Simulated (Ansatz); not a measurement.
# CaC2 (R-3m): following an unstable mode, part 2 of 2

Wanted: the energy along a soft mode of CaC2 (R-3m) and the structure at the end.

Ansatz 0.2.0; DFT r2SCAN, scalar-relativistic, plane waves, PAW.

So far, highest frequency on the path or at a solved wavevector (cm⁻¹): step 2 (phonons on a q mesh) 1953. Also lowest frequency on the path (cm⁻¹): step 2 -133.

### Step 5. Energy along the mode, all amplitudes (two of the runs are shown above)

An imaginary frequency means negative curvature, so the energy should fall and then rise again as anharmonic terms take over.

This step gave:

- depth at the lowest point sampled: 0.872 meV/atom
- largest atomic shift at that point: 0.08 Å

Table of energy from the parent by largest shift of an atom, one sign:

```tsv
largest shift of an atom, one sign (Å)	energy from the parent (meV/atom)
0.0000	0
0.0400	-0.296
0.0800	-0.872
0.1400	0.202
0.2200	14.7
```

Displacement at unit largest shift by atom:

```tsv
atom	x (Å)	y (Å)	z (Å)	size
Ca1	0.00	-0.04	0.79	0.79
Ca2	0.00	0.00	0.00	0.00
Ca3	0.00	0.04	-0.79	0.79
C4	0.00	1.00	-0.01	1.00
C5	0.00	-0.52	0.41	0.66
C6	0.00	-0.48	-0.41	0.63
C7	0.00	-1.00	0.01	1.00
C8	0.00	0.48	0.41	0.63
C9	0.00	0.52	-0.41	0.66
```

The lowest of the steps tried is at 0.08 Å, 0.872 meV/atom below the parent; the bottom of the well need not coincide with a step.

### Step 6. Relaxing from the distorted cell

Starting from the lowest point found, all atoms and the cell are let go, so that strain and other modes of the same symmetry can join in.

The input, input.yaml:

```yaml
crystal:
  lattice:
    - [-3.86200718, 0.0, 0.0]
    - [-1.93100359, -1.1148654425, -3.9277786955]
    - [0.0, -8.9189235399, 3.9277786955]
  atoms:
    - { symbol: Ca, position: [0.6736941141, 0.6526117717, 0.6687753003] }
    - { symbol: Ca, position: [0.3333333566, 0.3333332869, 0.3333333403] }
    - { symbol: Ca, position: [-0.0070274707, 1.0140549414, -0.0021086406] }
    - { symbol: C, position: [0.4077375201, 0.1845249598, 0.8429648504] }
    - { symbol: C, position: [0.0721599961, 0.8556800077, 0.5226565611] }
    - { symbol: C, position: [0.7315141489, 0.5369717023, 0.1872316723] }
    - { symbol: C, position: [0.2589293877, 0.4821412246, 0.8237018852] }
    - { symbol: C, position: [0.9351525104, 0.1296949792, 0.4794350374] }
    - { symbol: C, position: [0.5945067021, 0.8109865958, 0.1440100695] }
kpoints:
  mp_grid: { grid: [6, 6, 2] }
hamiltonian:
  xc: r2scan
scf:
  occupations: { method: fixed }
output:
  forces: true
  stress: true
  eigenvalues: true
relax:
  adjacent_minimum: "off"
  f_tol: 0.002
  max_steps: 120
  cell: { stress_tol: 0.03 }
```

The run is started by

```sh
$ ansatz run input.yaml --threads 4 --pin off --max-ram 7168MiB --backend cpu --events-out ev --progress --plain --runs-dir out
```

Numbers of over 12 decimals in the logs are rounded to 6 here.

What it wrote:

```text
[...]
Crystal: 9 atoms, lattice volume = 152.204 Å³
Basis set: ecut = 500 eV, 3863 PW (Γ), exchange–correlation on 120×144×288 points (64 copies of the dense FFT grid, shifted against one another)
Bands: 36, of which v1, the nominal top of the filled ones, is band 27 counted from 1 (26 counted from 0)
Symmetry: 4 space group operations
[...]
k-points: 26 of 72
[...]
SCF iter   1: F=—  HF=-6975.785557 eV  |F-HF|=—  |Δ(HF+E_count)|=         —  Δρ=6.07e-3  dr2=4.57e-2  dr2_τ=9.53e-1  ethr=1.77e-3  ⟨swp⟩=4.3  Hψ=3446  notcnv=0  defer=147
[...]
SCF iter   7: F=-6975.857641 eV  HF=-6975.857641 eV  |F-HF|=6.76e-8  |Δ(HF+E_count)|=   1.32e-6  Δρ=7.43e-6  dr2=7.79e-8  dr2_τ=6.69e-9  ethr=1.85e-10  ⟨swp⟩=14.3  Hψ=6747  notcnv=0
SCF 1 converged in 7 iterations: F = -6975.857641 eV  dr2 = 7.79e-8
[...]
relax step   1: F+E_penalty+E_count = -6975.85764071 eV  Δ(F+E_penalty+E_count) = +0.000e0 eV  max|allowed force component| = 8.130e-1 eV/Å  Δτ_max = 0.0000 Å  P = -0.533 GPa  Ω = 152.204 Å³  (7 SCF iters, dr2 threshold 1.00e-7 eV, accepted)
Crystal: 9 atoms, lattice volume = 151.819 Å³
Basis set: ecut = 500 eV, 3855 PW (Γ), exchange–correlation on 120×144×288 points (64 copies of the dense FFT grid, shifted against one another)
[...]
iter 1 solved again at ethr=1.06e-4 eV; its pass at ethr=3.10e-3 eV (dr2=5.73e-2 eV) is discarded
[...]
SCF iter   6: F=-6975.882623 eV  HF=-6975.882623 eV  |F-HF|=1.25e-7  |Δ(HF+E_count)|=   2.67e-6  Δρ=1.44e-5  dr2=2.66e-7  dr2_τ=3.10e-8  ethr=1.67e-9  ⟨swp⟩=13.0  Hψ=6109  notcnv=0
SCF 2 converged in 6 iterations: F = -6975.882623 eV  dr2 = 2.66e-7
relax step   2: F+E_penalty+E_count = -6975.88262324 eV  Δ(F+E_penalty+E_count) = -2.498e-2 eV  max|allowed force component| = 2.790e-1 eV/Å  Δτ_max = 0.0641 Å  P = -0.189 GPa  Ω = 151.819 Å³  energy of the carried Pulay correction = +6.063e-5 eV  (6 SCF iters, dr2 threshold 9.00e-7 eV, accepted)
Crystal: 9 atoms, lattice volume = 150.243 Å³
Basis set: ecut = 500 eV, 3817 PW (Γ), exchange–correlation on 120×144×288 points (64 copies of the dense FFT grid, shifted against one another)
[...]
SCF iter   7: F=-6975.963475 eV  HF=-6975.963475 eV  |F-HF|=9.80e-8  |Δ(HF+E_count)|=   4.63e-6  Δρ=1.68e-5  dr2=3.62e-7  dr2_τ=4.42e-8  ethr=1.67e-9  ⟨swp⟩=13.8  Hψ=6296  notcnv=0
the search or the solves at the SCF's close seem to have found levels that the self-consistency loop had missed (the run counts 1). By its estimate they hold under 1e-12 electrons; where the run keeps them, the occupations were computed again with them
SCF 3 converged in 7 iterations: F = -6975.963475 eV  dr2 = 3.62e-7
relax step   3: F+E_penalty+E_count = -6975.96347490 eV  Δ(F+E_penalty+E_count) = -8.085e-2 eV  max|allowed force component| = 1.807e0 eV/Å  Δτ_max = 0.1980 Å  P = -1.161 GPa  Ω = 150.243 Å³  energy of the carried Pulay correction = +3.109e-4 eV  (7 SCF iters, dr2 threshold 9.00e-7 eV, accepted)
[... from here on, the SCF cycles and remarks between the steps are left out ...]
relax step   4: F+E_penalty+E_count = -6975.93761499 eV  Δ(F+E_penalty+E_count) = +2.586e-2 eV  max|allowed force component| = 2.905e0 eV/Å  Δτ_max = 0.1143 Å  P = -2.658 GPa  Ω = 148.470 Å³  energy of the carried Pulay correction = +5.954e-4 eV  (7 SCF iters, dr2 threshold 9.00e-7 eV, rejected (line search))
relax step   5: F+E_penalty+E_count = -6976.04413463 eV  Δ(F+E_penalty+E_count) = -8.066e-2 eV  max|allowed force component| = 1.192e0 eV/Å  Δτ_max = 0.0459 Å  P = -0.794 GPa  Ω = 148.854 Å³  energy of the carried Pulay correction = +5.335e-4 eV  (10 SCF iters, accepted)
relax step   6: F+E_penalty+E_count = -6976.13528659 eV  Δ(F+E_penalty+E_count) = -9.115e-2 eV  max|allowed force component| = 9.212e-1 eV/Å  Δτ_max = 0.0596 Å  P = -0.603 GPa  Ω = 147.402 Å³  energy of the carried Pulay correction = +7.685e-4 eV  (7 SCF iters, dr2 threshold 9.00e-7 eV, accepted)
relax step   7: F+E_penalty+E_count = -6976.22502837 eV  Δ(F+E_penalty+E_count) = -8.974e-2 eV  max|allowed force component| = 2.894e-1 eV/Å  Δτ_max = 0.0672 Å  P = -0.034 GPa  Ω = 146.418 Å³  energy of the carried Pulay correction = +9.290e-4 eV  (7 SCF iters, dr2 threshold 9.00e-7 eV, accepted)
relax step   8: F+E_penalty+E_count = -6976.29331103 eV  Δ(F+E_penalty+E_count) = -6.828e-2 eV  max|allowed force component| = 7.214e-2 eV/Å  Δτ_max = 0.1346 Å  P = -0.177 GPa  Ω = 146.250 Å³  energy of the carried Pulay correction = +9.565e-4 eV  (7 SCF iters, dr2 threshold 9.00e-7 eV, accepted)
relax step   9: F+E_penalty+E_count = -6976.29502140 eV  Δ(F+E_penalty+E_count) = -1.710e-3 eV  max|allowed force component| = 1.545e-2 eV/Å  Δτ_max = 0.0121 Å  P = -0.031 GPa  Ω = 145.937 Å³  energy of the carried Pulay correction = +1.008e-3 eV  (6 SCF iters, dr2 threshold 3.25e-7 eV, accepted)
relax step  10: F+E_penalty+E_count = -6976.29510376 eV  Δ(F+E_penalty+E_count) = -8.236e-5 eV  max|allowed force component| = 5.561e-3 eV/Å  Δτ_max = 0.0024 Å  P = +0.009 GPa  Ω = 145.868 Å³  energy of the carried Pulay correction = +1.019e-3 eV  (6 SCF iters, dr2 threshold 1.49e-8 eV, accepted)
relax step  11: F+E_penalty+E_count = -6976.29510663 eV  Δ(F+E_penalty+E_count) = -2.875e-6 eV  max|allowed force component| = 8.061e-4 eV/Å  Δτ_max = 0.0005 Å  P = +0.001 GPa  Ω = 145.884 Å³  energy of the carried Pulay correction = +1.017e-3 eV  (5 SCF iters, dr2 threshold 1.93e-9 eV, accepted)
relax step  12: F+E_penalty+E_count = -6976.29537597 eV  Δ(F+E_penalty+E_count) = -2.693e-4 eV  max|allowed force component| = 1.124e-3 eV/Å  Δτ_max = 0.0000 Å  P = +0.029 GPa  Ω = 145.884 Å³  stress off target by 7.20e-2 GPa  SCF on the basis re-selected at this cell (its energy is not comparable with the rows above)  (6 SCF iters)
relax step  13: F+E_penalty+E_count = -6976.29541455 eV  Δ(F+E_penalty+E_count) = -3.858e-5 eV  max|allowed force component| = 2.989e-3 eV/Å  Δτ_max = 0.0017 Å  P = +0.007 GPa  Ω = 145.939 Å³  energy of the carried Pulay correction = -1.006e-5 eV  (6 SCF iters, dr2 threshold 1.30e-8 eV, accepted)
relax step  14: F+E_penalty+E_count = -6976.29541293 eV  Δ(F+E_penalty+E_count) = +1.619e-6 eV  max|allowed force component| = 1.047e-2 eV/Å  Δτ_max = 0.0005 Å  P = -0.006 GPa  Ω = 145.954 Å³  energy of the carried Pulay correction = -1.230e-5 eV  (6 SCF iters, dr2 threshold 5.58e-10 eV, accepted)
relax step  15: F+E_penalty+E_count = -6976.29541383 eV  Δ(F+E_penalty+E_count) = -8.957e-7 eV  max|allowed force component| = 2.080e-4 eV/Å  Δτ_max = 0.0001 Å  P = -0.000 GPa  Ω = 145.954 Å³  energy of the carried Pulay correction = -1.240e-5 eV  (3 SCF iters, dr2 threshold 6.85e-9 eV, accepted)
[...]
SCF iter   4: F=-6976.295430 eV  HF=-6976.295430 eV  |F-HF|=1.36e-11  |Δ(HF+E_count)|=  3.66e-10  Δρ=1.33e-7  dr2=2.57e-11  dr2_τ=3.26e-12  ethr=1.00e-12  ⟨swp⟩=15.9  Hψ=6328  notcnv=0
SCF 16 converged in 4 iterations: F = -6976.295430 eV  dr2 = 2.57e-11
relax step  16: F+E_penalty+E_count = -6976.29543000 eV  Δ(F+E_penalty+E_count) = -1.617e-5 eV  max|allowed force component| = 1.997e-4 eV/Å  Δτ_max = 0.0000 Å  P = -0.000 GPa  Ω = 145.954 Å³  stress off target by 9.19e-4 GPa  SCF on the basis re-selected at this cell (its energy is not comparable with the rows above)  (4 SCF iters)
[...]
SCF converged after 4 iterations
Free energy (F): -6976.295430 eV
[...]
Internal energy: -6976.295430 eV  (E = F + TS)
E sigma→0 (E₀):  -6976.295430 eV
Fermi energy:    4.021501 eV
[...]
--- Forces (eV/Å), atoms counted from 1 ---
  atom   1  Ca     0.00000000    -0.00000493    -0.00001708
  atom   2  Ca     0.00000000     0.00000000     0.00000000
  atom   3  Ca     0.00000000     0.00000493     0.00001708
  atom   4  C      0.00000000     0.00019966     0.00008277
  atom   5  C      0.00000000    -0.00006213     0.00004225
  atom   6  C      0.00000000     0.00009768    -0.00002437
  atom   7  C      0.00000000    -0.00019966    -0.00008277
  atom   8  C      0.00000000    -0.00009768     0.00002437
  atom   9  C      0.00000000     0.00006213    -0.00004225
  max |Σ_I F_I| component: 1.36e-20 eV/Å
--- Stress (GPa, compression-positive) ---
       -0.000919      -0.000000      -0.000000
       -0.000000       0.000242       0.000068
       -0.000000       0.000068      -0.000297
  P = ⅓ Tr σ = -0.0003 GPa (-0.003 kbar)
--- Band table (eV; the first three rows and the last of 26) ---
  k-point 0: bands = [... 23 lower, 3.4139, 3.5116, 3.8083, 3.8188, 7.2792, 8.3696, 8.6097, 8.6965, ... 5 higher]
  k-point 1: bands = [... 23 lower, 3.5110, 3.5769, 3.6623, 3.7735, 7.4769, 7.9301, 8.6972, 8.9482, ... 5 higher]
  k-point 2: bands = [... 23 lower, 3.3413, 3.6329, 3.6734, 3.8456, 7.8901, 8.6536, 8.6602, 9.2078, ... 5 higher]
  k-point 25: bands = [... 23 lower, 2.8668, 3.5030, 3.5974, 3.7065, 7.5291, 8.3615, 8.7009, 8.9798, ... 5 higher]
--- Relaxed structure (14 steps of the walk, 13 accepted, 2 SCFs on fresh bases) ---
  F+E_penalty+E_count = -6976.29543000 eV   max|allowed force component| = 1.997e-4 eV/Å   (the final SCF, on the basis selected at the relaxed cell)
  cell:  # Å, volume = 145.9542 Å³
    - [-3.808538, 0, 0]
    - [-1.904269, -0.995190, -3.453237]
    - [0, -9.940593, 4.014980]
  atoms:
    - { symbol: Ca, position: [0.729196, 0.541607, 0.670058] }
    - { symbol: Ca, position: [0.333333, 0.333333, 0.333333] }
    - { symbol: Ca, position: [-0.062530, 1.125060, -0.00339115] }
    - { symbol: C, position: [0.405148, 0.189703, 0.795091] }
    - { symbol: C, position: [0.087283, 0.825433, 0.544688] }
    - { symbol: C, position: [0.684262, 0.631476, 0.207868] }
    - { symbol: C, position: [0.261518, 0.476963, 0.871576] }
    - { symbol: C, position: [0.982405, 0.035190, 0.458799] }
    - { symbol: C, position: [0.579383, 0.841234, 0.121979] }
```

The job ended after 76 s (4 threads of Arm Neoverse V2, shared host; peak memory 0.85 GiB).

The steps of the relaxation:

```tsv
step	energy less that of the first step (eV)	largest force component (eV/Å)	pressure (GPa)	volume (Å³)
1	0.0000	0.8130	-0.53	152.20
2	-0.0250	0.2790	-0.19	151.82
3	-0.1058	1.8074	-1.16	150.24
4	-0.0800	2.9053	-2.66	148.47
5	-0.1865	1.1923	-0.79	148.85
6	-0.2776	0.9212	-0.60	147.40
7	-0.3674	0.2894	-0.03	146.42
8	-0.4357	0.0721	-0.18	146.25
9	-0.4374	0.0155	-0.03	145.94
10	-0.4375	0.0056	0.01	145.87
11	-0.4375	0.0008	0.00	145.88
12*	-0.4377	0.0011	0.03	145.88
13	-0.4378	0.0030	0.01	145.94
14	-0.4378	0.0105	-0.01	145.95
15	-0.4378	0.0002	0.00	145.95
16*	-0.4378	0.0002	0.00	145.95
```

Relaxation steps marked * repeat the geometry before them on a plane-wave basis chosen anew for their cell, so energy and pressure can jump there. Relaxation step 4 was tried and not accepted.

Forces are held to the 4 operations that the run works with; a distortion that breaks them can't arise in this run.

```tsv
cell as run	before	after	change
a (Å)	3.862	3.809	-1.4 %
b (Å)	4.517	4.067	-10.0 %
c (Å)	9.745	10.721	+10.0 %
α (°)	97.16	95.23	-2.0 %
γ (°)	64.69	62.08	-4.0 %
volume (Å³/atom)	16.91	16.22	-4.1 %
```

The atoms that moved most (Å, as changes of fractional coordinates times the final cell):

```tsv
atom	dx	dy	dz	length
C4	0.000	0.471	-0.210	0.515
C7	0.000	-0.471	0.210	0.515
Ca1	0.000	0.098	0.388	0.401
Ca3	0.000	-0.098	-0.388	0.401
C8	0.000	0.299	0.243	0.386
C6	0.000	-0.299	-0.243	0.386
C5	0.000	-0.189	0.193	0.270
C9	0.000	0.189	-0.193	0.270
```

Numbers from this step:

```yaml
pressure: -3.25e-4 GPa
gap_on_the_k_mesh: 2.698 eV
volume_per_atom: 16.22 Å³
```

The distorted start has space group C2/m; the relaxation ends in C2/m.

### Step 7. The new phase in its own primitive cell

The relaxed structure is symmetrised, reduced to its primitive cell and relaxed tightly, as its phonons need.

The input, input.yaml:

```yaml
crystal:
  lattice:
    - [3.5937795695, -1.9042692335, 0.0]
    - [3.5937795695, 1.9042692335, 0.0]
    - [-1.1052164764, 0.0, 10.6636743498]
  atoms:
    - { symbol: Ca, position: [0.1041368441, 0.1041368441, 0.3367244868] }
    - { symbol: Ca, position: [0.5, 0.5, 0.0] }
    - { symbol: Ca, position: [0.8958631559, 0.8958631559, 0.6632755132] }
    - { symbol: C, position: [0.428184924, 0.428184924, 0.4617574467] }
    - { symbol: C, position: [0.7460498996, 0.7460498996, 0.2113541889] }
    - { symbol: C, position: [0.1490714527, 0.1490714527, 0.8745346778] }
    - { symbol: C, position: [0.571815076, 0.571815076, 0.5382425533] }
    - { symbol: C, position: [0.8509285473, 0.8509285473, 0.1254653222] }
    - { symbol: C, position: [0.2539501004, 0.2539501004, 0.7886458111] }
kpoints:
  mp_grid: { grid: [6, 6, 2] }
hamiltonian:
  xc: r2scan
scf:
  occupations: { method: fixed }
output:
  forces: true
  stress: true
  eigenvalues: true
relax:
  adjacent_minimum: "off"
  f_tol: 0.001
  max_steps: 60
  cell: { stress_tol: 0.01 }
```

What it wrote:

```text
[...]
Crystal: 9 atoms, lattice volume = 145.954 Å³
Basis set: ecut = 500 eV, 3725 PW (Γ), exchange–correlation on 120×120×320 points (64 copies of the dense FFT grid, shifted against one another)
Bands: 36, of which v1, the nominal top of the filled ones, is band 27 counted from 1 (26 counted from 0)
Symmetry: 4 space group operations
[...]
k-points: 26 of 72
[...]
- { symbol: Ca, position: [0.8958631559, 0.8958631559, 0.6632755132] }
    - { symbol: C, position: [0.428184924, 0.428184924, 0.4617574467] }
    - { symbol: C, position: [0.7460498996, 0.7460498996, 0.211354] }
    - { symbol: C, position: [0.1490714527, 0.1490714527, 0.874535] }
    - { symbol: C, position: [0.571815076, 0.571815076, 0.5382425533] }
    - { symbol: C, position: [0.850929, 0.850929, 0.1254653222] }
    - { symbol: C, position: [0.2539501004, 0.2539501004, 0.7886458111] }
[key lines of the parts left out:]
SCF converged after 7 iterations
Free energy (F): -6976.295430 eV
Fermi energy:    4.021503 eV
P = ⅓ Tr σ = -0.0003 GPa (-0.003 kbar)
```

It took 9.8 s on 4 threads; peak memory 0.82 GiB.

Little changed from the start: no atom moved by 0.005 Å and no cell edge by 0.1 %.

This step gave:

| Property | Result |
| --- | --- |
| pressure | -3.13e-4 GPa |
| direct gap on mesh | 3.145 eV |

The largest force component left is 0.17 meV/Å and the pressure is 0.000 GPa, within the tolerances set. The cell now holds 16.22 Å³/atom.

### Step 8. The phases reached

The phases reached along the modes that were followed are set side by side.

Energies are those of the first relaxation, on the mesh of the frozen mode; space group, volume and gap are those of the last relaxation. Phases, by row:

```tsv
mode frozen in	space group	energy from parent (meV/atom)	volume (Å³/atom)	gap on mesh (eV)	lowest zone-centre optical mode (cm⁻¹)	largest shift (Å)
parent	R-3m	0	16.91	3.1	–	–
q = (0, 0.333, -0.333), 103i cm⁻¹	P-1	-48.37	15.93	1.756	233.9	0.449
q = (0, 0, 0.333), 99i cm⁻¹	C2/m	-49.51	16.22	2.698	–	0.598
```

### Step 9. What came out

| Property | Result |
| --- | --- |
| unstable mode of the parent | q = (0, 0, 0.333), 99i cm⁻¹ |
| depth at the lowest point sampled | 0.872 meV/atom |
| largest atomic shift at that point | 0.08 Å |
| space group reached (within 0.01 Å) | C2/m |
| energy gained over the parent (first relaxation, on the mesh of the frozen mode) | 49.5 meV/atom |
| volume per atom, phase reached | 16.2 Å³ |
| gap on the k-mesh, phase reached | 2.70 eV |

**Reading.** Along this mode the structure falls into C2/m, 49.5 meV/atom below the parent. At the parent's cell the well is 0.872 meV/atom deep on the steps tried, with its lowest point at a shift of 0.08 Å. Relaxing atoms and cell changes the gain by +48.64 meV/atom against the lowest step (energies at zero smearing). Most of the total comes from this relaxation. The modes of the phase reached were not computed on this path. How so shallow a well moves with the k mesh was not tested. Of the 2 patterns followed to their end from this parent, this one reaches the lowest energy. Each path keeps the symmetry of its pattern, so a lower phase may lie along a pattern not tried. The program warns that the interpolation holds no quadrupole term, so branches close to Γ can be off in this crystal.

[Logs are printed without paths, hosts, clocks, repeated set-up lines and the standing remarks that a program may print on its own settings, such as how far it seeks lower states.]

[Hosts, paths, dates, database ids (printed as entryN), source tags and the programs' standing remarks are cut or masked in the printed files.]
